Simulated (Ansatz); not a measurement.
# In2S (model cell, started as cuprite): following an unstable mode, part 2 of 2

Aim: this structure of In2S (model cell, started as cuprite) is to be tested for unstable modes, and one is followed downhill.

Ansatz 0.2.0; DFT PBEsol, scalar-relativistic, plane waves, PAW.

So far, highest frequency on the path or at a solved wavevector (cm⁻¹): step 2 (phonons on a q mesh) 137. Also lowest frequency on the path (cm⁻¹): step 2 -235.

The structure was built from a prototype and need not be the compound's stable phase.

## 5. Energy along the mode, all amplitudes (two of the runs are shown above)

An imaginary frequency means negative curvature, so the energy should fall and then rise again as anharmonic terms take over.

Numbers from this step:

```yaml
depth_at_the_lowest_point_sampled: 105.8 meV/atom
largest_atomic_shift_at_that_point: 0.6 Å
```

Energy from the parent against largest atomic shift:

```csv
largest atomic shift (Å),energy from the parent (meV/atom)
0.000,0
0.040,-1.33
0.080,-4.35
0.140,-11.8
0.220,-26.7
0.320,-50.9
0.450,-82.4
0.600,-106
```

Displacement at unit largest shift by atom:

```
atom  x (Å)  y (Å)  z (Å)  size
  S1   0.00  -1.00   0.00  1.00
  S2   0.00   1.00   0.00  1.00
  S3   0.00   0.00  -1.00  1.00
  S4   0.00   0.00   1.00  1.00
 In5   0.00  -0.09   0.09  0.12
 In6   0.00   0.09  -0.09  0.12
 In7   0.00   0.09   0.09  0.12
 In8   0.00  -0.09  -0.09  0.12
 In9   0.00   0.09   0.09  0.12
In10   0.00  -0.09  -0.09  0.12
In11   0.00  -0.09   0.09  0.12
In12   0.00   0.09  -0.09  0.12
```

The lowest of the steps tried is the last one, at 0.6 Å, 106 meV/atom below the parent; the bottom of the well need not coincide with a step.

## 6. Relaxation from the frozen mode

Starting from the lowest point found, all atoms and the cell are let go, so that strain and other modes of the same symmetry can join in.

input.yaml reads:

```yaml
crystal:
  lattice:
    - [-6.2898146533, 0.0, 0.0]
    - [0.0, -6.2898146533, -6.2898146533]
    - [0.0, -6.2898146533, 6.2898146533]
  atoms:
    - { symbol: S, position: [0.0, 0.047696159, 0.047696159] }
    - { symbol: S, position: [0.0, 0.452303841, 0.452303841] }
    - { symbol: S, position: [0.5, 0.047696159, 0.452303841] }
    - { symbol: S, position: [0.5, 0.452303841, 0.047696159] }
    - { symbol: In, position: [0.75, 0.25, 0.5082589969] }
    - { symbol: In, position: [0.75, 0.75, -0.0082589969] }
    - { symbol: In, position: [0.25, 0.9917410031, 0.25] }
    - { symbol: In, position: [0.25, 0.5082589969, 0.75] }
    - { symbol: In, position: [0.25, 0.9917410031, 0.75] }
    - { symbol: In, position: [0.25, 0.5082589969, 0.25] }
    - { symbol: In, position: [0.75, 0.75, 0.5082589969] }
    - { symbol: In, position: [0.75, 0.25, -0.0082589969] }
kpoints:
  mp_grid: { grid: [6, 4, 4] }
hamiltonian:
  xc: pbesol
scf:
  occupations: { method: methfessel_paxton, width: 0.2 }
output:
  forces: true
  stress: true
  eigenvalues: true
relax:
  adjacent_minimum: "off"
  f_tol: 0.002
  max_steps: 120
  cell: { stress_tol: 0.03 }
```

Launch:

```bash
> ansatz run input.yaml --threads 8 --pin off --max-ram 14336MiB --backend cpu --events-out ev --progress --plain --runs-dir out
```

Numbers of over 12 decimals in the logs are rounded to 6 here.

The program printed:

```text
[...]
Crystal: 12 atoms, lattice volume = 497.672 Å³
Basis set: ecut = 420 eV, 9757 PW (Γ), exchange–correlation on 90×120×120 points (8 copies of the dense FFT grid, shifted against one another)
Bands: 77, of which v1, the nominal top of the filled ones, is band 64 counted from 1 (63 counted from 0)
Symmetry: 8 space group operations
[...]
k-points: 24 of 96
[...]
SCF iter   1: F=—  HF=-47738.470656 eV  |F-HF|=—  |Δ(HF+E_count)|=         —  Δρ=4.26e-3  dr2=3.14e-1  ethr=1.77e-3  ⟨swp⟩=6.0  Hψ=6367  notcnv=0
[...]
SCF iter   8: F=-47738.425859 eV  HF=-47738.425859 eV  |F-HF|=2.24e-8  |Δ(HF+E_count)|=   5.59e-7  S|Δr|=    0.00e0  Δρ=3.50e-6  dr2=9.22e-8  ethr=7.81e-11  ⟨swp⟩=11.9  Hψ=8850  notcnv=0
SCF 1 converged in 8 iterations: F = -47738.425859 eV  dr2 = 9.22e-8
[...]
relax step   1: F+E_penalty+E_count = -47738.42585881 eV  Δ(F+E_penalty+E_count) = +0.000e0 eV  max|allowed force component| = 7.775e-1 eV/Å  Δτ_max = 0.0000 Å  P = -0.889 GPa  Ω = 497.672 Å³  (8 SCF iters, dr2 threshold 1.00e-7 eV, accepted)
Crystal: 12 atoms, lattice volume = 483.563 Å³
Basis set: ecut = 420 eV, 9445 PW (Γ), exchange–correlation on 90×120×120 points (8 copies of the dense FFT grid, shifted against one another)
[...]
SCF iter   7: F=-47739.394798 eV  HF=-47739.394798 eV  |F-HF|=8.35e-8  |Δ(HF+E_count)|=   1.13e-6  S|Δr|=    0.00e0  Δρ=5.47e-6  dr2=2.28e-7  ethr=9.37e-10  ⟨swp⟩=7.2  Hψ=7405  notcnv=0
SCF 2 converged in 7 iterations: F = -47739.394798 eV  dr2 = 2.28e-7
relax step   2: F+E_penalty+E_count = -47739.39479754 eV  Δ(F+E_penalty+E_count) = -9.689e-1 eV  max|allowed force component| = 7.409e-1 eV/Å  Δτ_max = 0.1988 Å  P = -1.339 GPa  Ω = 483.563 Å³  energy of the carried Pulay correction = +1.668e-3 eV  (7 SCF iters, dr2 threshold 1.20e-6 eV, accepted)
Crystal: 12 atoms, lattice volume = 466.111 Å³
Basis set: ecut = 420 eV, 9117 PW (Γ), exchange–correlation on 90×120×120 points (8 copies of the dense FFT grid, shifted against one another)
[...]
SCF iter   7: F=-47740.303331 eV  HF=-47740.303332 eV  |F-HF|=7.46e-8  |Δ(HF+E_count)|=   4.13e-7  S|Δr|=    0.00e0  Δρ=3.76e-6  dr2=1.49e-7  ethr=9.37e-10  ⟨swp⟩=7.1  Hψ=7188  notcnv=0
SCF 3 converged in 7 iterations: F = -47740.303331 eV  dr2 = 1.49e-7
[...]
relax step   3: F+E_penalty+E_count = -47740.30333147 eV  Δ(F+E_penalty+E_count) = -9.085e-1 eV  max|allowed force component| = 5.607e-1 eV/Å  Δτ_max = 0.1950 Å  P = -1.865 GPa  Ω = 466.111 Å³  energy of the carried Pulay correction = +3.815e-3 eV  (7 SCF iters, dr2 threshold 1.20e-6 eV, accepted)
[... from here on, the SCF cycles and remarks between the steps are left out ...]
relax step   4: F+E_penalty+E_count = -47741.06010814 eV  Δ(F+E_penalty+E_count) = -7.568e-1 eV  max|allowed force component| = 1.025e-1 eV/Å  Δτ_max = 0.1951 Å  P = -2.064 GPa  Ω = 439.060 Å³  energy of the carried Pulay correction = +7.339e-3 eV  (7 SCF iters, dr2 threshold 1.20e-6 eV, accepted)
relax step   5: F+E_penalty+E_count = -47741.27372784 eV  Δ(F+E_penalty+E_count) = -2.136e-1 eV  max|allowed force component| = 1.327e0 eV/Å  Δτ_max = 0.1995 Å  P = -0.571 GPa  Ω = 393.375 Å³  energy of the carried Pulay correction = +1.391e-2 eV  (7 SCF iters, dr2 threshold 1.20e-6 eV, accepted)
relax step   6: F+E_penalty+E_count = -47741.76842789 eV  Δ(F+E_penalty+E_count) = -4.947e-1 eV  max|allowed force component| = 1.182e-1 eV/Å  Δτ_max = 0.1022 Å  P = -0.394 GPa  Ω = 392.435 Å³  energy of the carried Pulay correction = +1.405e-2 eV  (6 SCF iters, dr2 threshold 1.20e-6 eV, accepted)
relax step   7: F+E_penalty+E_count = -47742.01944530 eV  Δ(F+E_penalty+E_count) = -2.510e-1 eV  max|allowed force component| = 6.619e-2 eV/Å  Δτ_max = 0.0877 Å  P = +0.043 GPa  Ω = 382.850 Å³  energy of the carried Pulay correction = +1.555e-2 eV  (7 SCF iters, dr2 threshold 1.20e-6 eV, accepted)
relax step   8: F+E_penalty+E_count = -47742.28168429 eV  Δ(F+E_penalty+E_count) = -2.622e-1 eV  max|allowed force component| = 4.069e-2 eV/Å  Δτ_max = 0.0586 Å  P = -0.156 GPa  Ω = 377.737 Å³  energy of the carried Pulay correction = +1.636e-2 eV  (6 SCF iters, dr2 threshold 1.20e-6 eV, accepted)
relax step   9: F+E_penalty+E_count = -47742.55725524 eV  Δ(F+E_penalty+E_count) = -2.756e-1 eV  max|allowed force component| = 1.199e-1 eV/Å  Δτ_max = 0.0399 Å  P = -0.357 GPa  Ω = 369.152 Å³  energy of the carried Pulay correction = +1.776e-2 eV  (6 SCF iters, dr2 threshold 1.20e-6 eV, accepted)
relax step  10: F+E_penalty+E_count = -47742.83739694 eV  Δ(F+E_penalty+E_count) = -2.801e-1 eV  max|allowed force component| = 1.242e-1 eV/Å  Δτ_max = 0.0157 Å  P = -0.223 GPa  Ω = 356.239 Å³  energy of the carried Pulay correction = +1.992e-2 eV  (6 SCF iters, dr2 threshold 1.20e-6 eV, accepted)
relax step  11: F+E_penalty+E_count = -47743.13461910 eV  Δ(F+E_penalty+E_count) = -2.972e-1 eV  max|allowed force component| = 1.229e-1 eV/Å  Δτ_max = 0.0292 Å  P = -0.069 GPa  Ω = 342.933 Å³  energy of the carried Pulay correction = +2.225e-2 eV  (6 SCF iters, dr2 threshold 1.20e-6 eV, accepted)
relax step  12: F+E_penalty+E_count = -47743.55460537 eV  Δ(F+E_penalty+E_count) = -4.200e-1 eV  max|allowed force component| = 1.388e-1 eV/Å  Δτ_max = 0.0889 Å  P = -0.058 GPa  Ω = 329.879 Å³  energy of the carried Pulay correction = +2.463e-2 eV  (6 SCF iters, dr2 threshold 1.20e-6 eV, accepted)
relax step  13: F+E_penalty+E_count = -47743.61729548 eV  Δ(F+E_penalty+E_count) = -6.269e-2 eV  max|allowed force component| = 1.884e-1 eV/Å  Δτ_max = 0.0887 Å  P = +0.067 GPa  Ω = 315.393 Å³  energy of the carried Pulay correction = +2.739e-2 eV  (6 SCF iters, dr2 threshold 1.20e-6 eV, accepted)
relax step  14: F+E_penalty+E_count = -47743.66862365 eV  Δ(F+E_penalty+E_count) = -5.133e-2 eV  max|allowed force component| = 1.135e-1 eV/Å  Δτ_max = 0.0470 Å  P = -0.489 GPa  Ω = 326.760 Å³  energy of the carried Pulay correction = +2.521e-2 eV  (6 SCF iters, dr2 threshold 1.20e-6 eV, accepted)
relax step  15: F+E_penalty+E_count = -47743.68776603 eV  Δ(F+E_penalty+E_count) = -1.914e-2 eV  max|allowed force component| = 2.248e-2 eV/Å  Δτ_max = 0.0337 Å  P = -0.063 GPa  Ω = 321.969 Å³  energy of the carried Pulay correction = +2.612e-2 eV  (5 SCF iters, dr2 threshold 8.93e-7 eV, accepted)
relax step  16: F+E_penalty+E_count = -47743.68771740 eV  Δ(F+E_penalty+E_count) = +4.862e-5 eV  max|allowed force component| = 2.064e-2 eV/Å  Δτ_max = 0.0085 Å  P = +0.107 GPa  Ω = 320.993 Å³  energy of the carried Pulay correction = +2.631e-2 eV  (5 SCF iters, dr2 threshold 3.16e-8 eV, rejected (line search))
relax step  17: F+E_penalty+E_count = -47743.68817935 eV  Δ(F+E_penalty+E_count) = -4.133e-4 eV  max|allowed force component| = 3.287e-3 eV/Å  Δτ_max = 0.0041 Å  P = -0.006 GPa  Ω = 321.511 Å³  energy of the carried Pulay correction = +2.621e-2 eV  (8 SCF iters, accepted)
relax step  18: F+E_penalty+E_count = -47743.68819682 eV  Δ(F+E_penalty+E_count) = -1.747e-5 eV  max|allowed force component| = 8.997e-4 eV/Å  Δτ_max = 0.0011 Å  P = +0.004 GPa  Ω = 321.458 Å³  energy of the carried Pulay correction = +2.622e-2 eV  (6 SCF iters, dr2 threshold 6.75e-10 eV, accepted)
Basis set: ecut = 420 eV, 6237 PW (Γ), exchange–correlation on 50×128×128 points (8 copies of the dense FFT grid, shifted against one another)
[...]
SCF iter   6: F=-47743.684648 eV  HF=-47743.684648 eV  |F-HF|=1.46e-11  |Δ(HF+E_count)|=  1.31e-10  S|Δr|=    0.00e0  Δρ=7.49e-8  dr2=1.43e-11  ethr=1.00e-12  ⟨swp⟩=3.8  Hψ=7734  notcnv=0
SCF 19 converged in 6 iterations: F = -47743.684648 eV  dr2 = 1.43e-11
[...]
relax step  19: F+E_penalty+E_count = -47743.68464836 eV  Δ(F+E_penalty+E_count) = +3.548e-3 eV  max|allowed force component| = 9.840e-4 eV/Å  Δτ_max = 0.0000 Å  P = -0.012 GPa  Ω = 321.458 Å³  stress off target by 2.95e-2 GPa  SCF on the basis re-selected at this cell (its energy is not comparable with the rows above)  (6 SCF iters)
basis re-selected at this cell: Δ(F+E_penalty+E_count) = +3.548e-3 eV, ΔP = -0.016 GPa vs the last step (what re-selecting the basis moved, of the pressure what is left beyond the Pulay correction that the steps carried, after the strain that the cell walked since its last selection, with what the two solves' SCF thresholds leave and, on support functions, any second-order correction that the steps lacked; it is no measure of the basis error at this ecutwfc). The dense FFT grid was sized anew with the basis: this SCF ran on 25×64×64 points, the steps before it on 45×60×60, so part of this shift can come from that change (see relax.cell in the input reference). [rest of the remark cut]
SCF converged after 6 iterations
[...]
Free energy (F): -47743.684648 eV
[...]
Internal energy: -47743.682045 eV  (E = F + TS)
E sigma→0 (E₀):  -47743.683998 eV
Entropy (-TS):   -0.002603 eV (-0.217 meV/atom)
Fermi energy:    7.524234 eV
[...]
--- Forces (eV/Å), atoms counted from 1 ---
  atom   1  S      0.00000000    -0.00077841     0.00000000
  atom   2  S      0.00000000     0.00077841     0.00000000
  atom   3  S     -0.00000000     0.00000000    -0.00077841
  atom   4  S     -0.00000000     0.00000000     0.00077841
  atom   5  In     0.00000000    -0.00098398     0.00098398
  atom   6  In    -0.00000000    -0.00011233     0.00011233
  atom   7  In     0.00000000     0.00098398     0.00098398
  atom   8  In     0.00000000     0.00011233     0.00011233
  atom   9  In     0.00000000    -0.00011233    -0.00011233
  atom  10  In    -0.00000000    -0.00098398    -0.00098398
  atom  11  In     0.00000000     0.00011233    -0.00011233
  atom  12  In    -0.00000000     0.00098398    -0.00098398
  max |Σ_I F_I| component: 4.51e-17 eV/Å
--- Stress (GPa, compression-positive) ---
       -0.029549      -0.000000      -0.000000
       -0.000000      -0.003675       0.000000
       -0.000000       0.000000      -0.003675
  P = ⅓ Tr σ = -0.0123 GPa (-0.123 kbar)
--- Band table (eV; the first three rows and the last of 24) ---
  k-point 0: bands = [... 60 lower, 6.4216, 6.7417, 7.3289, 7.3289, 9.2668, 9.2785, 9.2785, 9.4373, ... 9 higher]
  k-point 1: bands = [... 60 lower, 6.4657, 6.6543, 7.3386, 7.8120, 8.5754, 8.8654, 9.5382, 9.5611, ... 9 higher]
  k-point 2: bands = [... 60 lower, 6.6466, 6.6715, 7.2097, 7.8642, 8.4897, 8.5532, 9.3662, 9.6622, ... 9 higher]
  k-point 23: bands = [... 60 lower, 5.7009, 5.8950, 6.4506, 6.4506, 7.3169, 8.0092, 8.3584, 8.4264, ... 9 higher]
--- Relaxed structure (18 steps of the walk, 17 accepted, 1 SCFs on fresh bases) ---
  F+E_penalty+E_count = -47743.68464836 eV   max|allowed force component| = 9.840e-4 eV/Å   (the final SCF, on the basis selected at the relaxed cell)
  cell:  # Å, volume = 321.4584 Å³
    - [-3.642005, 0, 0]
    - [0, -6.643197, -6.643197]
    - [0, -6.643197, 6.643197]
  atoms:
    - { symbol: S, position: [0, 0.035515, 0.035515] }
    - { symbol: S, position: [0, 0.464485, 0.464485] }
    - { symbol: S, position: [0.5, 0.035515, 0.464485] }
    - { symbol: S, position: [0.5, 0.464485, 0.035515] }
    - { symbol: In, position: [0.75, 0.250000, 0.589693] }
    - { symbol: In, position: [0.75, 0.750000, -0.042366] }
    - { symbol: In, position: [0.25, 0.910307, 0.25] }
    - { symbol: In, position: [0.25, 0.542366, 0.75] }
    - { symbol: In, position: [0.25, 0.957634, 0.75] }
    - { symbol: In, position: [0.25, 0.589693, 0.250000] }
    - { symbol: In, position: [0.75, 0.75, 0.542366] }
    - { symbol: In, position: [0.75, 0.25, -0.089693] }
```

Elapsed: 4.8 min, on 8 threads of Arm Neoverse V2, shared host; peak memory 2.1 GiB.

The steps of the relaxation:

```
step  energy less that of the first step (eV)  largest force component (eV/Å)  pressure (GPa)  volume (Å³)
   1                                   0.0000                          0.7775           -0.89       497.67
   2                                  -0.9689                          0.7409           -1.34       483.56
   3                                  -1.8775                          0.5607           -1.87       466.11
   4                                  -2.6342                          0.1025           -2.06       439.06
   5                                  -2.8479                          1.3270           -0.57       393.38
   6                                  -3.3426                          0.1182           -0.39       392.43
   7                                  -3.5936                          0.0662            0.04       382.85
   8                                  -3.8558                          0.0407           -0.16       377.74
   9                                  -4.1314                          0.1199           -0.36       369.15
  10                                  -4.4115                          0.1242           -0.22       356.24
  11                                  -4.7088                          0.1229           -0.07       342.93
  12                                  -5.1287                          0.1388           -0.06       329.88
  13                                  -5.1914                          0.1884            0.07       315.39
  14                                  -5.2428                          0.1135           -0.49       326.76
  15                                  -5.2619                          0.0225           -0.06       321.97
  16                                  -5.2619                          0.0206            0.11       320.99
  17                                  -5.2623                          0.0033           -0.01       321.51
  18                                  -5.2623                          0.0009            0.00       321.46
 19*                                  -5.2588                          0.0010           -0.01       321.46
```

Relaxation steps marked * repeat the geometry before them on a plane-wave basis chosen anew for their cell, so energy and pressure can jump there. Relaxation step 16 was tried and not accepted.

Forces are held to the 8 operations that the run works with; a distortion that breaks them can't arise in this run.

```
     cell as run  before  after   change
           a (Å)   6.290  3.642  -42.1 %
           b (Å)   8.895  9.395   +5.6 %
           c (Å)   8.895  9.395   +5.6 %
volume (Å³/atom)   41.47  26.79  -35.4 %
```

The atoms that moved most (Å, as changes of fractional coordinates times the final cell):

```csv
atom,dx,dy,dz,length
In5,0.000,-0.541,0.541,0.765
In10,0.000,-0.541,-0.541,0.765
In12,0.000,0.541,-0.541,0.765
In7,0.000,0.541,0.541,0.765
In9,0.000,0.227,0.227,0.320
In11,0.000,-0.227,0.227,0.320
In8,0.000,-0.227,-0.227,0.320
In6,0.000,0.227,-0.227,0.320
```

The relaxed structure:

```xyz
12
Lattice="-3.6420 0.0000 0.0000 0.0000 -6.6432 -6.6432 0.0000 -6.6432 6.6432" Properties=species:S:1:pos:R:3 pbc="T T T"
S     0.0000   -0.4719    0.0000
S     0.0000   -6.1713    0.0000
S    -1.8210   -3.3216    2.8497
S    -1.8210   -3.3216   -2.8497
In   -2.7315   -5.5782    2.2566
In   -2.7315   -4.7010   -5.2638
In   -0.9105   -7.7081   -4.3865
In   -0.9105   -8.5854    1.3794
In   -0.9105  -11.3441   -1.3794
In   -0.9105   -5.5782   -2.2566
In   -2.7315   -8.5854   -1.3794
In   -2.7315   -1.0650   -2.2566
```

This step gave:

```
pressure        : -0.01230 GPa
volume per atom : 26.79 Å³
```

The distorted start has space group P4_222; the relaxation ends in P4_222.

## 7. Summary of results

```
unstable mode of the parent                                                      : q = (0, -0.5, -0.5), 226i cm⁻¹
depth at the lowest point sampled                                                : 106 meV/atom
largest atomic shift at that point                                               : 0.6 Å
space group reached (within 0.01 Å)                                              : P4_222
energy gained over the parent (first relaxation, on the mesh of the frozen mode) : 544 meV/atom
volume per atom, phase reached                                                   : 26.8 Å³
```

Along this mode the structure falls into P4_222, 544 meV/atom below the parent. At the parent's cell the well is 105.8 meV/atom deep on the steps tried, with its lowest point at a shift of 0.6 Å. That is the last step tried, so the steps alone don't bracket the bottom of the well. Relaxing atoms and cell changes the gain by +438.54 meV/atom against the lowest step (energies at zero smearing). Most of the total comes from this relaxation. The modes of the phase reached were not computed on this path. Of the 5 patterns followed to their end from this parent, this one ends 142 meV/atom above the lowest, Pmma. Each path keeps the symmetry of its pattern, so a lower phase may lie along a pattern not tried. With no gap, or one that is small against the smearing, the frequencies hang on the k mesh and the smearing, most of all near Kohn anomalies. The volume moved by more than a tenth on the k mesh of the start, so the energy gain is rough. The starting cell was built on a prototype and not taken from a measurement, so the phase need not exist.

[Logs are printed without paths, hosts, clocks, repeated set-up lines and the standing remarks that a program may print on its own settings, such as how far it seeks lower states.]

[Hosts, paths, dates, database ids (printed as entryN), source tags and the programs' standing remarks are cut or masked in the printed files.]
